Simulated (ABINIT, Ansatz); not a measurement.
## RbSbS3 (Pm-3m): zone-centre phonons

Aim: the zone-centre modes of RbSbS3 (Pm-3m).

Main program and level: ABINIT 10.8.3; DFT PBEsol, scalar-relativistic, plane waves, PseudoDojo norm-conserving pseudopotentials.

The structure was built from a prototype and need not be the compound's stable phase.

### 1. Starting point

Symmetry: Pm-3m, No. 221, cubic system. Conventional cell: a = 5.081 Å, b = 5.081 Å, c = 5.081 Å, α = 90.00°, β = 90.00°, γ = 90.00°. Rb has 12 S at 3.59 Å nearest. Nearest to Sb lie 6 S at 2.54 Å. S has 2 Sb at 2.54 Å and 4 Rb at 3.59 Å nearest. Farther neighbours and most contacts between anions are not listed.

### 2. Relaxation

The harmonic expansion needs vanishing forces, and a free crystal bears no stress, so cell and atoms are brought to rest. Stress is more sensitive to the basis than forces are: the last 3 Ha under the cutoff are smoothed with ecutsm, and the cutoff is raised above that of the later runs.

The starting cell comes from a relaxation made beforehand in Ansatz (PBEsol, PseudoDojo NC).

File relax.abi:

```
# relaxation
ionmov 2
optcell 2
dilatmx 1.08
ntime 40
tolmxf 1.0d-05
tolvrs 1.0d-14
prtwf 0
prtden 0
chksymtnons 0

# basis, mesh and filling
ecut 44.0
ecutsm 3.0
ngkpt 6 6 6
nshiftk 1
shiftk 0.0 0.0 0.0
istwfk *1
occopt 7
tsmear 0.01
nband 30
nstep 100
diemac 1000000.0
prtebands 0
prtgsr 0
useylm 1

# cell and atoms
acell 3*1.0 Angstrom
rprim 
    5.081484595 0.0 0.0
    0.0 5.081484595 0.0
    0.0 0.0 5.081484595
ntypat 3
znucl 37 51 16
natom 5
typat 1 2 3 3 3
xred 
    0.0 0.0 0.0
    0.5 0.5 0.5
    0.5 0.5 0.0
    0.5 0.0 0.5
    0.0 0.5 0.5
pp_dirpath "./pseudo"
pseudos "Rb.upf, Sb.upf, S.upf"
```

Started as:

```
> OMP_NUM_THREADS=1 mpirun -n 4 abinit relax.abi > relax.log
```

Numbers of over 12 decimals in the logs are rounded to 6 here.

relax.abo, the main output file:

```text
[banners, grids, parts of the stress and lines that vanish by symmetry left out]
- input  file    -> relax.abi
- output file    -> relax.abo
- root for input  files -> relaxi
[...]
Symmetries : space group Pm -3 m (#221); Bravais cP (primitive cubic)
[...]
mpw =       15580          nfft =      262144          nkpt =          20
[...]
== DATASET  1 ==================================================================
[...]
cutoff_energies: {ecut:  44.0, pawecutdg:  -1.0, }
[...]
ETOT  1  -150.04172993939    -1.500E+02 7.293E-01 1.211E+03
 ETOT  2  -150.90073883473    -8.590E-01 1.340E-02 3.216E+02
 ETOT  3  -150.93219136893    -3.145E-02 6.560E-03 6.508E+00
 ETOT  4  -150.93261735227    -4.260E-04 4.355E-03 2.812E-01
 ETOT  5  -150.93262404089    -6.689E-06 5.214E-03 1.662E-02
[...]
At SCF step   14       vres2   =  4.21E-15 < tolvrs=  1.00E-14 =>converged.
[...]
sigma(1 1)= -6.28411736E-06  sigma(3 2)=  0.00000000E+00
  sigma(2 2)= -6.28411736E-06  sigma(3 1)=  0.00000000E+00
  sigma(3 3)= -6.28411736E-06  sigma(2 1)=  0.00000000E+00
[...]
convergence: {deltae:  6.111E-12, res2:  4.211E-15, residm:  2.486E-04, diffor: null, }
etotal    :  -1.50932625E+02
[...]
ETOT  1  -150.93260863617    -1.509E+02 1.551E-04 3.412E-01
[...]
At SCF step   12       vres2   =  2.66E-16 < tolvrs=  1.00E-14 =>converged.
[...]
sigma(1 1)= -5.37636281E-06  sigma(3 2)=  0.00000000E+00
  sigma(2 2)= -5.37636281E-06  sigma(3 1)=  0.00000000E+00
  sigma(3 3)= -5.37636281E-06  sigma(2 1)=  0.00000000E+00
[...]
convergence: {deltae: -6.679E-12, res2:  2.659E-16, residm:  2.924E-05, diffor: null, }
etotal    :  -1.50932627E+02
[...]
ETOT  1  -150.93195648454    -1.509E+02 2.644E-05 1.222E+01
[...]
ETOT 12  -150.93263549594    -2.842E-12 8.110E-06 1.032E-14
 ETOT 13  -150.93263549595    -2.103E-12 5.443E-06 1.917E-16
 At SCF step   13       vres2   =  1.92E-16 < tolvrs=  1.00E-14 =>converged.
[...]
sigma(1 1)= -2.98315592E-08  sigma(3 2)=  0.00000000E+00
  sigma(2 2)= -2.98315592E-08  sigma(3 1)=  0.00000000E+00
  sigma(3 3)= -2.98315592E-08  sigma(2 1)=  0.00000000E+00
[...]
convergence: {deltae: -2.103E-12, res2:  1.917E-16, residm:  5.443E-06, diffor: null, }
etotal    :  -1.50932635E+02
[...]
At Broyd/MD step   3, gradients are converged :
[...]
sigma(1 1)= -2.98315592E-08  sigma(3 2)=  0.00000000E+00
  sigma(2 2)= -2.98315592E-08  sigma(3 1)=  0.00000000E+00
  sigma(3 3)= -2.98315592E-08  sigma(2 1)=  0.00000000E+00
[...]
- sigma(1 1)= -8.77674774E-04  sigma(3 2)=  0.00000000E+00
- sigma(2 2)= -8.77674774E-04  sigma(3 1)=  0.00000000E+00
- sigma(3 3)= -8.77674774E-04  sigma(2 1)=  0.00000000E+00
[...]
fcart     -0.0000000000E+00 -0.0000000000E+00 -0.0000000000E+00
           strten     -2.9831559225E-08 -2.9831559223E-08 -2.9831559225E-08
================================================================================

[key lines of the parts left out:]
pressure_GPa:   8.7767E-04
Total energy (etotal) [Ha]= -1.50932635495946E+02
```

The job ended after 3.8 min (4 MPI ranks of Intel Xeon 6975P-C (Granite Rapids), shared host).

Step by step:

| step | energy less that of the first step (eV) | largest force (eV/Å) | volume (Å³) |
| --- | --- | --- | --- |
| 1 | 0.0000 | 0.0000 | 131.21 |
| 2 | -0.0001 | 0.0000 | 131.29 |
| 3 | -0.0003 | 0.0000 | 131.73 |

| conventional cell, symmetrised | before | after | change |
| --- | --- | --- | --- |
| a (Å) | 5.081 | 5.088 | +0.1 % |
| b (Å) | 5.081 | 5.088 | +0.1 % |
| c (Å) | 5.081 | 5.088 | +0.1 % |
| volume (Å³/atom) | 26.24 | 26.35 | +0.4 % |

The relaxed structure:

```xyz
5
Lattice="5.0881 0.0000 0.0000 0.0000 5.0881 0.0000 0.0000 0.0000 5.0881" Properties=species:S:1:pos:R:3 pbc="T T T"
Rb    0.0000    0.0000    0.0000
Sb    2.5441    2.5441    2.5441
S     2.5441    2.5441    0.0000
S     2.5441    0.0000    2.5441
S     0.0000    2.5441    2.5441
```

Read from the output:

* volume per atom: 26.35 Å³
* pressure: 8.78e-4 GPa
* gap on the k-mesh: 0 eV

The volume changes by +0.4 % from the cell with which this run began.

### 3. Ground state

The response is built on these wavefunctions, so the potential is converged far more tightly than an energy would need. Occupations are smeared.

File gs.abi:

```
# ground state
tolvrs 1.0d-16
prtden 1
prtwf 1

# basis, mesh and filling
ecut 36.0
ngkpt 6 6 6
nshiftk 1
shiftk 0.0 0.0 0.0
istwfk *1
occopt 7
tsmear 0.01
nband 30
nstep 100
diemac 1000000.0
prtebands 0
prtgsr 0
useylm 1

# cell and atoms
acell 3*1.0 Angstrom
rprim 
    5.088138701 0.0 0.0
    0.0 5.088138701 0.0
    0.0 0.0 5.088138701
ntypat 3
znucl 37 51 16
natom 5
typat 1 2 3 3 3
xred 
    0.0 0.0 0.0
    0.5 0.5 0.5
    0.5 0.5 0.0
    0.5 0.0 0.5
    0.0 0.5 0.5
pp_dirpath "./pseudo"
pseudos "Rb.upf, Sb.upf, S.upf"
```

Started as:

```
> OMP_NUM_THREADS=1 mpirun -n 4 abinit gs.abi > gs.log
```

gs.abo, the main output file:

```text
[banners, grids, parts of the stress and lines that vanish by symmetry left out]
- input  file    -> gs.abi
- output file    -> gs.abo
- root for input  files -> gsi
[...]
Symmetries : space group Pm -3 m (#221); Bravais cP (primitive cubic)
[...]
mpw =        9220          nfft =      157464          nkpt =          20
[...]
== DATASET  1 ==================================================================
[...]
cutoff_energies: {ecut:  36.0, pawecutdg:  -1.0, }
[...]
ETOT  1  -150.19067419722    -1.502E+02 4.869E-01 6.689E+02
 ETOT  2  -150.90533045031    -7.147E-01 1.102E-02 1.596E+02
 ETOT  3  -150.93173901699    -2.641E-02 6.973E-03 2.137E+00
 ETOT  4  -150.93196864532    -2.296E-04 2.230E-03 1.178E-01
 ETOT  5  -150.93197495342    -6.308E-06 2.832E-03 7.471E-03
[...]
ETOT 14  -150.93197549809     2.586E-12 1.906E-04 1.002E-15
 ETOT 15  -150.93197549809    -2.359E-12 8.186E-05 2.765E-17
 At SCF step   15       vres2   =  2.77E-17 < tolvrs=  1.00E-16 =>converged.
[...]
sigma(1 1)=  1.15839580E-05  sigma(3 2)=  0.00000000E+00
  sigma(2 2)=  1.15839580E-05  sigma(3 1)=  0.00000000E+00
  sigma(3 3)=  1.15839580E-05  sigma(2 1)=  0.00000000E+00
[...]
convergence: {deltae: -2.359E-12, res2:  2.765E-17, residm:  8.186E-05, diffor: null, }
etotal    :  -1.50931975E+02
[...]
sigma(1 1)=  1.15839580E-05  sigma(3 2)=  0.00000000E+00
  sigma(2 2)=  1.15839580E-05  sigma(3 1)=  0.00000000E+00
  sigma(3 3)=  1.15839580E-05  sigma(2 1)=  0.00000000E+00
[...]
- sigma(1 1)=  3.40811810E-01  sigma(3 2)=  0.00000000E+00
- sigma(2 2)=  3.40811810E-01  sigma(3 1)=  0.00000000E+00
- sigma(3 3)=  3.40811810E-01  sigma(2 1)=  0.00000000E+00
[...]
fcart     -0.0000000000E+00 -0.0000000000E+00 -0.0000000000E+00
           strten      1.1583957973E-05  1.1583957973E-05  1.1583957973E-05
================================================================================

[key lines of the parts left out:]
pressure_GPa:  -3.4081E-01
```

Elapsed: 58 s, on 4 MPI ranks.

Read from the output:

- pressure: -0.3408 GPa

The cell stands at -0.34 GPa: the relaxation ran with a smoothed and higher cutoff, and the difference is a stress of the finite basis.

(Continued in part 2 of 4.)

[Host names and launcher messages were left out of these logs when they were recorded.]

[Logs are printed without paths, hosts, clocks, repeated set-up lines and the standing remarks that a program may print on its own settings, such as how far it seeks lower states.]

[Hosts, paths, dates, database ids (printed as entryN), source tags and the programs' standing remarks are cut or masked in the printed files.]
